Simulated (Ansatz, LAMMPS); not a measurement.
# Na+ TFSI- in acetonitrile and a fluorinated ether (TTE) and diethyl carbonate at 300 K (330 atoms): a single point

Aim: energy, forces, charges and density of states of Na+ TFSI- in acetonitrile and a fluorinated ether (TTE) and diethyl carbonate at 300 K (330 atoms) at a fixed geometry.

Method: Kohn-Sham DFT, PBE+D3(BJ), PAW (set soft_2), plane waves, in Ansatz 0.2.0.

## (1) The starting structure

The cell holds 330 atoms: 84 F, 78 C, 48 O, 93 H, 9 N, 12 S and 6 Na. Cell: a = 16.539 Å, b = 16.539 Å, c = 16.539 Å, α = 90.0°, β = 90.0°, γ = 90.0°. 3 acetonitrile, 6 a fluorinated ether (TTE), 6 diethyl carbonate, 6 Na+, 6 TFSI- placed at random, at 1.48 g/cm³; overlaps pushed apart, then 10 ps at 550 K with Joung-Cheatham ions (J. Phys. Chem. B 112, 9020 (2008)); MMFF94 bonds, angles, torsions, charges and radii (Halgren, J. Comput. Chem. 17, 490 (1996)) in harmonic and 12-6 forms; charges of ions scaled by 0.8. Snapshot after 30 ps at 300 K and fixed volume.

What the set-up can't give: The network of contacts between molecules at the start is that of the classical potential that made the cell, and needn't be the one that DFT or experiment would give. The density was typed from a rule of thumb and may lie off the real one at this temperature. The Brillouin zone is sampled at Γ only, in a cell whose shortest periodic width is 17 Å.

## (2) The classical run that made the cell

A classical potential makes the cell, at a small fraction of what the same run would cost in DFT.

This step: classical MD, Joung-Cheatham ions (J. Phys. Chem. B 112, 9020 (2008)); MMFF94 bonds, angles, torsions, charges and radii (Halgren, J. Comput. Chem. 17, 490 (1996)) in harmonic and 12-6 forms; charges of ions scaled by 0.8 (LAMMPS 22 Jul 2025 - Update 4).

Contents of in.lmp:

```
# Na+ TFSI- in acetonitrile and a fluorinated ether (TTE) and diethyl carbonate
units real
atom_style full
boundary p p p
bond_style harmonic
angle_style harmonic
dihedral_style opls
improper_style harmonic
special_bonds lj 0 0 0.5 coul 0 0 0.75
read_data data.lmp
neigh_modify delay 0 every 1 check yes one 4000
comm_modify cutoff 12.0
timestep 0.5
thermo_style custom step time temp pe press density
thermo_modify norm yes
# push overlapping molecules apart
pair_style soft 2.6
pair_coeff * * 0.0
variable a equal ramp(1,60)
fix ad all adapt 1 pair soft a * * v_a
velocity all create 550 399888 mom yes dist gaussian
fix lim all nve/limit 0.03
fix lan all langevin 550 550 50 399889 zero yes
thermo 1000
run 3000 post no
unfix ad
pair_style lj/cut/coul/long 9.0
pair_modify mix arithmetic tail yes
pair_coeff 1 1 0.0801 2.5590   # F
pair_coeff 2 2 0.0678 3.3680   # C
pair_coeff 3 3 0.0763 3.0430   # O
pair_coeff 4 4 0.0216 2.5400   # H
pair_coeff 5 5 0.0678 3.4070   # C
pair_coeff 6 6 0.0763 2.9870   # O
# [... 24 lines left out ...]
compute msd all msd com yes
thermo 7500
fix md all nvt temp 300 300 100
run 30000 post no
print "== T300: mean square displacement over the hold $(c_msd[4]:%.2f) A^2"
unfix md
uncompute msd
write_dump all custom T300.dump id type xs ys zs modify sort id
```

Launch:

```sh
$ lmp -in in.lmp -log none -nocite
```

Numbers of over 12 decimals in the logs are rounded to 6 here.

What it wrote:

```text
LAMMPS (22 Jul 2025 - Update 4)
Reading data file ...
  orthogonal box = (0 0 0) to (16.53908 16.53908 16.53908)
  330 atoms
  orthogonal box = (0 0 0) to (16.53908 16.53908 16.53908)
  303 bonds
  531 angles
  510 dihedrals
  6 impropers
   Step          Time           Temp          PotEng         Press         Density
         0   0              550            0.65693212    -7506.3789      1.4840002
      1000   500            521.72589      1.877025       5207.4348      1.4840002
      2000   1000           526.35112      1.7693375      3053.6083      1.4840002
      3000   1500           459.33514      1.8147028      9224.9768      1.4840002
[... 29 lines left out ...]
Loop time of 11.394 s on 1 MPI rank(s) for 10000 steps with 330 atoms
   Step          Time           Temp          PotEng         Press         Density
[... 4 lines left out ...]
Loop time of 5.65694 s on 1 MPI rank(s) for 5000 steps with 330 atoms
   Step          Time           Temp          PotEng         Press         Density
[... 2 lines left out ...]
     30000   29000          312.78368      1.7078642     -1224.2446      1.4840002
     37500   36500          294.69117      1.6266901     -5141.7341      1.4840002
     45000   44000          291.75573      1.7385418     -913.19937      1.4840002
     47000   46000          307.59929      1.6815492      2295.9496      1.4840002
Loop time of 33.5005 s on 1 MPI rank(s) for 30000 steps with 330 atoms
== T300: mean square displacement over the hold 8.36 A^2
```

The job ended after 54 s (1 thread of Arm Neoverse V1, shared host; peak memory 0.13 GiB).

The input also reads data.lmp (atoms, bonds and types; not printed here).

## (3) Plane-wave single point

One self-consistent run at the given positions yields energy and forces.

Contents of input.yaml:

```yaml
crystal:
  lattice:
    - [16.53908, 0.0, 0.0]
    - [0.0, 16.53908, 0.0]
    - [0.0, 0.0, 16.53908]
  atoms:
    - { symbol: F, position: [0.60232, 0.97821, 0.03393] }
    - { symbol: C, position: [0.5871, 0.03923, 0.08859] }
    - { symbol: F, position: [0.61993, 0.00574, 0.15829] }
    - { symbol: C, position: [0.62737, 0.11769, 0.06477] }
    - { symbol: F, position: [0.60577, 0.14455, 0.98957] }
    - { symbol: F, position: [0.60062, 0.1729, 0.11928] }
    - { symbol: O, position: [0.71417, 0.1139, 0.06983] }
    - { symbol: C, position: [0.75156, 0.1901, 0.06971] }
    - { symbol: C, position: [0.83762, 0.17543, 0.06348] }
    - { symbol: F, position: [0.85682, 0.11787, 0.12048] }
    - { symbol: F, position: [0.86053, 0.13811, 0.99382] }
    - { symbol: C, position: [0.88835, 0.25347, 0.08081] }
    - { symbol: F, position: [0.87324, 0.28889, 0.15406] }
    - { symbol: F, position: [0.96864, 0.24073, 0.0766] }
    - { symbol: H, position: [0.52364, 0.04536, 0.0978] }
    - { symbol: H, position: [0.73392, 0.2181, 0.12771] }
    - { symbol: H, position: [0.73654, 0.22795, 0.01708] }
    - { symbol: H, position: [0.86876, 0.29548, 0.03511] }
    - { symbol: F, position: [0.45098, 0.90041, 0.52965] }
    - { symbol: C, position: [0.48096, 0.85862, 0.59514] }
    - { symbol: F, position: [0.46149, 0.78079, 0.58126] }
    - { symbol: C, position: [0.57434, 0.86709, 0.60022] }
    - { symbol: F, position: [0.60174, 0.94404, 0.61125] }
    - { symbol: F, position: [0.60169, 0.82158, 0.66295] }
    - { symbol: O, position: [0.61049, 0.82782, 0.53089] }
    - { symbol: C, position: [0.69258, 0.85661, 0.52332] }
    - { symbol: C, position: [0.73638, 0.80419, 0.46215] }
    - { symbol: F, position: [0.80706, 0.83924, 0.4408] }
    - { symbol: F, position: [0.75848, 0.73197, 0.49908] }
    - { symbol: C, position: [0.68201, 0.79125, 0.39312] }
    - { symbol: F, position: [0.65208, 0.86418, 0.36648] }
    - { symbol: F, position: [0.72984, 0.76521, 0.3312] }
    [... 292 atom lines left out ...]
    - { symbol: Na, position: [0.24189, 0.39095, 0.26222] }
    - { symbol: Na, position: [0.78715, 0.36233, 0.79874] }
    - { symbol: Na, position: [0.64313, 0.92844, 0.25585] }
    - { symbol: Na, position: [0.85428, 0.98282, 0.12078] }
    - { symbol: Na, position: [0.48481, 0.36889, 0.776] }
    - { symbol: Na, position: [0.5406, 0.88894, 0.94898] }
kpoints:
  mp_grid: { grid: [1, 1, 1] }
hamiltonian:
  xc: pbe
  dispersion: d3bj
scf:
  occupations: { method: fixed }
output:
  forces: true
  stress: true
  populations: true
  dos:
    method: { smearing: { sigma: 0.15 } }
    de: 0.1
    projected: { site_lists: { C: [C], F: [F], H: [H], "N": ["N"], Na: [Na] } }
  eigenvalues: true
  write_density: true
  write_potential: true
  volumetric_format: npy
```

Launch:

```sh
$ ansatz run input.yaml --threads 8 --pin off --max-ram 15872MiB --backend cpu --events-out ev --progress --plain --runs-dir out
```

What it wrote:

```text
Engine: ansatz 0.2.0, aarch64-unknown-linux-gnu
Pseudopotentials: kind: paw
Pseudopotential: F, paw, valence charge 7, recommended cutoff 420 eV (normal), F.paw.azcp
Pseudopotential: C, paw, valence charge 4, recommended cutoff 420 eV (normal), C.paw.azcp
Pseudopotential: O, paw, valence charge 6, recommended cutoff 420 eV (normal), O.paw.azcp
Pseudopotential: H, paw, valence charge 1, recommended cutoff 420 eV (normal), H.paw.azcp
Pseudopotential: N, paw, valence charge 5, recommended cutoff 420 eV (normal), N.paw.azcp
Pseudopotential: S, paw, valence charge 6, recommended cutoff 420 eV (normal), S.paw.azcp
Pseudopotential: Na, paw, valence charge 9, recommended cutoff 420 eV (normal), Na.paw.azcp
[... 5 lines on functional and potentials left out ...]
Crystal: 330 atoms, lattice volume = 4524.119 Å³
Basis set: ecut = 420 eV, 88423 PW (Γ), exchange–correlation on 240×240×240 points (8 copies of the dense FFT grid, shifted against one another)
Bands: 1056, of which v1, the nominal top of the filled ones, is band 726 counted from 1 (725 counted from 0)
Symmetry: 1 space group operations
Space group: P1 (ITA 1), of the structure as read, at distance tolerance 1.7e-4 Å
k-points: 1
[... 15 lines on functional and potentials left out ...]
Initial density: superposition of atomic densities (neutral atoms: chi_scale 0, normalization atom), corrected by the library's trained network
Initial wavefunctions: pseudopotential atomic-orbital guess
Functional: x = pbe(κ = 0.804, μ = 0.219515), c = pbe(β = 0.066725)
SCF iter   1: F=—  HF=-139325.334822 eV  |F-HF|=—  |Δ(HF+E_count)|=         —  Δρ=5.59e-3  dr2=2.08e0  ethr=1.77e-3  ⟨swp⟩=4.0  Hψ=3947  notcnv=0  defer=324
preconditioner: auto → Resta (q_TF=auto, 2.258 Å⁻¹)  ε∞=2.4  [insulator: Δε(μ)=4.650 eV  Ē_g=17.301 eV  n_scr=894 (ndim 8)  ℏωp=20.6 eV  f_vac=0.358  ε∞_Penn≈2.4]
SCF iter   2: F=—  HF=-139324.691467 eV  |F-HF|=—  |Δ(HF+E_count)|=   6.43e-1  Δρ=2.80e-3  dr2=5.58e-1  ethr=1.43e-4  ⟨swp⟩=2.0  Hψ=1585  notcnv=0  defer=328
SCF iter   3: F=—  HF=-139324.563113 eV  |F-HF|=—  |Δ(HF+E_count)|=   1.28e-1  Δρ=1.67e-3  dr2=1.94e-1  ethr=3.85e-5  ⟨swp⟩=6.0  Hψ=1384  notcnv=0  defer=328
SCF iter   4: F=—  HF=-139324.500398 eV  |F-HF|=—  |Δ(HF+E_count)|=   6.27e-2  Δρ=6.31e-4  dr2=2.81e-2  ethr=1.34e-5  ⟨swp⟩=3.0  Hψ=1808  notcnv=0  defer=328
SCF iter   5: F=—  HF=-139324.494171 eV  |F-HF|=—  |Δ(HF+E_count)|=   6.23e-3  Δρ=4.84e-4  dr2=1.17e-2  ethr=1.94e-6  ⟨swp⟩=3.0  Hψ=1496  notcnv=0  defer=328
SCF iter   6: F=—  HF=-139324.491821 eV  |F-HF|=—  |Δ(HF+E_count)|=   2.35e-3  Δρ=1.38e-4  dr2=1.02e-3  ethr=8.08e-7  ⟨swp⟩=2.0  Hψ=1335  notcnv=0  defer=328
SCF iter   7: F=—  HF=-139324.491852 eV  |F-HF|=—  |Δ(HF+E_count)|=   3.15e-5  Δρ=8.07e-5  dr2=3.07e-4  ethr=7.05e-8  ⟨swp⟩=2.0  Hψ=1370  notcnv=0  defer=327
SCF iter   8: F=—  HF=-139324.491832 eV  |F-HF|=—  |Δ(HF+E_count)|=   2.01e-5  Δρ=2.35e-5  dr2=2.84e-5  ethr=2.12e-8  ⟨swp⟩=2.0  Hψ=1368  notcnv=0  defer=326
SCF iter   9: F=—  HF=-139324.492345 eV  |F-HF|=—  |Δ(HF+E_count)|=   5.13e-4  Δρ=1.11e-5  dr2=5.85e-6  ethr=1.95e-9  ⟨swp⟩=2.0  Hψ=1781  notcnv=0  defer=326
SCF iter  10: F=—  HF=-139324.492347 eV  |F-HF|=—  |Δ(HF+E_count)|=   2.01e-6  Δρ=5.02e-6  dr2=1.16e-6  ethr=4.03e-10  ⟨swp⟩=2.0  Hψ=1451  notcnv=0  defer=326
SCF iter  11: F=—  HF=-139324.492348 eV  |F-HF|=—  |Δ(HF+E_count)|=   6.95e-7  Δρ=1.53e-6  dr2=1.41e-7  ethr=8.02e-11  ⟨swp⟩=2.0  Hψ=1365  notcnv=0  defer=326
SCF iter  12: F=-139324.492348 eV  HF=-139324.492348 eV  |F-HF|=4.44e-8  |Δ(HF+E_count)|=   2.23e-7  Δρ=9.89e-7  dr2=4.63e-8  ethr=6.89e-12  ⟨swp⟩=25.0  Hψ=9433  notcnv=0
SCF 1 converged in 12 iterations: F = -139324.492348 eV  dr2 = 4.63e-8
  greatest PAW one-centre occupation: 0.999 electrons in one spin orbital (limit 2), on the Na atom at site 326 (counted from 0), in its partial waves of l = 0
WARN: The output density's exchange-correlation potential varies sharply where the density is thin. Do not read a vacuum level from v_tot or v_xc, or from such a field of the output density. On a cell that repeats whose density bears no net charge and no dipole along the vacuum's axis use v_es (v_loc + v_h of the components); [...]
SCF converged after 12 iterations
Free energy (F): -139324.492348 eV
Harris-Foulkes:  -139324.492348 eV  (|F-HF|=4.44e-8)
Internal energy: -139324.492348 eV  (E = F + TS)
E sigma→0 (E₀):  -139324.492348 eV
Fermi energy:    -0.386929 eV
--- Per-component energies (eV) ---
  E_band       = -15261.084169
  E_kinetic    = 37376.108317
  E_local      = -187386.981880  (includes V_loc(G=0)·N_el)
  E_nonlocal   = 12141.089772
  E_hartree    = 75852.586762
  E_xc         = -16691.350008
  E_vxc        = -20768.459152  (∫ρ·V_xc dr)
  E_paw        = -42156.859994  (= ΣΔE_a)
  E_vpaw       = -8328.165907  (= ΣTr[D̂ρ^β])
  E_aug_tail   = 0.162778  (compensation charges beyond the density's cutoff)
  E_ewald      = -18442.112038
  E_disp       = -17.136058  (pairwise vdW)
  E_smearing   = -0.000000  (= −TS)
  E_closure    = -0.000000  (closes the sum)
  Σ components = -139324.492348   (vs F -139324.492348, Δ=0.00e0)
--- Forces (eV/Å), atoms counted from 1 ---
  atom   1  F      0.03893378     0.88294321     0.16076168
  atom   2  C      1.07663048    -2.64406487    -0.63324662
  atom   3  F     -0.07738131     1.36953314    -0.03524475
  atom   4  C      2.55452848     1.26313060    -0.29446369
  atom   5  F     -0.47140426    -0.04615633     1.46219764
  atom   6  F     -0.40574616     0.07271532     0.30864806
  atom   7  O     -2.47236086    -1.42576546    -0.62762626
  atom   8  C     -1.68784529     0.90517981    -0.06710815
  atom   9  C      2.17317073    -0.68797457     1.54490371
  atom  10  F      0.48954976    -0.11068922     0.86583986
  atom  11  F     -0.08750406     0.77727507    -0.60739490
  atom  12  C     -0.16866321     0.15447506    -0.62525940
  atom  13  F     -0.42362522    -0.55715155     0.12299312
  atom  14  F     -0.02808271    -0.36408694     0.15439955
[...]
atom 329  Na    -0.08533541     0.41273966    -0.21560267
  atom 330  Na    -0.18339554    -0.05303925    -0.08128333
  max |Σ_I F_I| component: 2.71e-4 eV/Å
--- Stress (GPa, compression-positive) ---
        1.924251      -0.002728      -0.007117
       -0.002728       1.450106      -0.040543
       -0.007117      -0.040543       1.449818
  P = ⅓ Tr σ = 1.6081 GPa (16.081 kbar)
--- Band table (eV) ---
  k-point 0: bands = ["-51.0237", "-50.7054", "-50.5148", "-50.2182", [... 1040 levels ...], "10.3504", "10.3756", "10.3862", "10.3951", "10.4096", "10.4186", "10.4396", "10.4574", "10.4626", "10.4742", "10.4939", "10.5116"]
--- Löwdin populations: 330 sites ---
  site symbol       q [e]
     0      F      7.2306
     1      C      3.5351
     2      F      7.2652
[...]
329     Na      8.2140
  spilling = 0.012663 (of n_electrons = 1452.000000)
```

The job ended after 3.8 min (8 threads of Arm Neoverse V1, shared host; peak memory 9.6 GiB).

In the SCF lines HF is the Harris–Foulkes energy and dr2 the Hartree energy of the density residual, in eV; the loop may stop once dr2 is under the threshold and the program's other checks hold. Hψ counts applications of the Hamiltonian.

The program notes that the exchange-correlation potential is rough where the density is thin.

Numbers from this run:

| Property | Result |
| --- | --- |
| free energy | -139324.4923 eV |
| free energy per atom | -422.1954 eV/atom |
| SCF cycles | 12 |
| pressure | 1.608 GPa |
| r.m.s. force component | 1.053 eV/Å |
| longest force | 6.758 eV/Å |
| Fermi energy | -0.3869 eV |
| gap (highest filled to lowest empty level) | 4.485 eV |
| spilling of the projection | 0.01266 |

Neighbours are counted within 1.34 Å (H-C), 1.62 Å (F-C), 2.61 Å (F-Na), 1.85 Å (C-C), 1.73 Å (C-O), 2.21 Å (C-S), 1.62 Å (C-N), 1.88 Å (O-S), 3.02 Å (O-Na), 2.02 Å (S-N).

Length of the force by element and coordination:

```csv
element,coordination,atoms,mean length of the force (eV/Å),spread,least,most
C,all,78,2.34,1.05,0.582,6.76
C,2,3,3.62,2.29,1.36,6.76
C,3,6,2.05,0.866,1.31,3.82
C,4,69,2.31,0.936,0.582,4.59
F,all,84,1.17,0.521,0.397,2.60
F,1,78,1.16,0.513,0.397,2.57
F,2,6,1.32,0.592,0.898,2.60
H,all,93,0.964,0.617,0.148,3.02
N,all,9,2.17,1.45,0.725,5.85
N,1,1,5.85,0,5.85,5.85
N,2,8,1.71,0.676,0.725,3.07
Na,all,6,0.501,0.250,0.207,0.929
Na,4,1,0.207,0,0.207,0.207
Na,5,1,0.473,0,0.473,0.473
Na,6,4,0.582,0.256,0.278,0.929
O,all,48,1.67,0.772,0.476,3.56
O,1,10,1.45,0.776,0.630,3.56
O,2,33,1.60,0.695,0.476,3.23
O,3,5,2.58,0.624,1.81,3.32
S,all,12,2.48,1.38,0.798,5.59
```

Löwdin charges by element and coordination (they lack the spilled electrons, 0.056 e an atom on average):

```csv
element,coordination,atoms,mean charge (e),spread,least,most
C,all,78,0.235,0.447,-0.496,0.759
C,2,3,0.262,0.0075,0.254,0.272
C,3,6,0.699,0.0086,0.688,0.712
C,4,69,0.193,0.453,-0.496,0.759
F,all,84,-0.229,0.0207,-0.278,-0.183
F,1,78,-0.228,0.0206,-0.278,-0.183
F,2,6,-0.245,0.0163,-0.265,-0.223
H,all,93,0.211,0.0227,0.166,0.283
N,all,9,-0.645,0.294,-0.876,-0.220
N,1,1,-0.220,0,-0.220,-0.220
N,2,8,-0.698,0.269,-0.876,-0.232
Na,all,6,0.773,0.0098,0.759,0.786
Na,4,1,0.786,0,0.786,0.786
Na,5,1,0.773,0,0.773,0.773
Na,6,4,0.770,0.0097,0.759,0.783
O,all,48,-0.535,0.220,-0.781,-0.235
O,1,10,-0.642,0.134,-0.742,-0.429
O,2,33,-0.529,0.225,-0.780,-0.258
O,3,5,-0.362,0.210,-0.781,-0.235
S,all,12,2.21,0.0223,2.17,2.26
```

Density of states as counts of states in windows of 1 eV (from the Fermi level), total and the larger projections:

```csv
from (eV),to (eV),total,F p,C p,H s,C s
-14,-13,35.3,3.3,5.1,3.1,12.1
-13,-12,33.1,4.5,4.6,4.3,12.3
-12,-11,15.8,6.0,1.2,0.5,2.4
-11,-10,38.8,12.7,5.6,3.3,7.1
-10,-9,58.1,24.8,14.3,3.5,3.8
-9,-8,102.7,52.9,26.4,3.9,2.4
-8,-7,74.5,25.2,18.5,5.0,2.3
-7,-6,64.5,15.0,13.2,3.7,1.4
-6,-5,138.9,82.6,17.6,6.2,0.7
-5,-4,174.9,122.9,18.1,6.1,1.0
-4,-3,146.1,73.3,22.9,10.5,0.9
-3,-2,115.8,18.1,26.7,13.2,1.2
-2,-1,78.2,4.1,10.1,6.3,0.8
-1,0,25.4,0.2,2.2,1.6,0.1
0,1,1.3,0.0,0.0,0.0,0.0
1,4,0.0,0.0,0.0,0.0,0.0
4,5,24.8,2.0,8.3,1.6,1.1
```

With fixed occupations the program's Fermi level is the highest filled level; weight inside the gap is the broadening of levels at its edges.

Between -26 and -14 eV lie 277 more states.

About 73 of the 1452 electrons lie in deeper levels, below the stored range.

Not all projections were asked for or kept, so they needn't add up to the total.

The levels nearest the highest filled one (over half full), pooled over k-points and spins:

```csv
level less the highest filled one (eV),occupation
-0.781,2
-0.764,2
-0.715,2
-0.642,2
-0.263,2
0,2
4.48,0
4.56,0
4.63,0
4.69,0
4.72,0
4.74,0
```

Electrostatic potential energy in the ab plane at fractional z = 0.079, with atoms of C and O and F and H and S and N within 0.2 Å of it. With pseudopotentials it is smooth inside the atoms' cores, unlike the true potential.

Ten even steps from '0' (-43 eV) to '9' (6 eV), each cell a mean:
```
214789999999999999998899999877899999999876789986
200232599999999985530049999999999999878988899986
355753699999999987774489999999999998447999999831
788999999999999999999999999999888998889999999986
755899999999999999999999998653236888999999999998
955899999999999999999999998730102435899999999999
999999999999999999999999999874346657999999999999
999999999999999999999999999864688999999999999999
999999999999999999999999999852489999999999999999
999999999999999999999999999975699999999999989999
889999999999999999999999999999999999999998999999
989886789999999999999999999999999999999841279999
999700057789999999999999996479999999999830179999
998433475335799999999999960017873149999999999999
999779987300322589999999998676674359999999999999
999999999867621267878999999864689999999999999999
999999999999998656757999999820389999999988668899
599999999999998789999999999998999999989883001311
599999999999973479999999999999999984237765336412
999995389999998899999999999964688861015100588999
999742489999999999999999999861016311588643689999
998600289999999999999999998763226312699987899999
667778899999999999999999745100588999999999999998
005899999999999999999999987422689999999877789981
```
Columns run along a (16.5 Å; values clipped at the 3rd and 97th percentile), rows up along b (16.5 Å). Atoms in or near the plane, at fractional coordinates: C at (0.59, 0.04), O at (0.71, 0.11), C at (0.75, 0.19), C at (0.89, 0.25), F at (0.97, 0.24), O at (0.00, 0.01), C at (0.03, 0.93), H at (0.12, 0.17), H at (0.03, 0.78), C at (0.11, 0.46), H at (0.07, 0.41), F at (0.86, 0.49), S at (0.63, 0.76), F at (0.56, 0.43) and more.

(Continued in part 2 of 2.)

[Logs are printed without paths, hosts, clocks, repeated set-up lines and the standing remarks that a program may print on its own settings, such as how far it seeks lower states.]

[Hosts, paths, dates, database ids (printed as entryN), source tags and the programs' standing remarks are cut or masked in the printed files.]

[The MMFF94 radii named for the starting cell were scaled by 0.96; in molecules described by MMFF94, hydrogen bound to N, O or S took a small fixed 12-6 site in their place.]
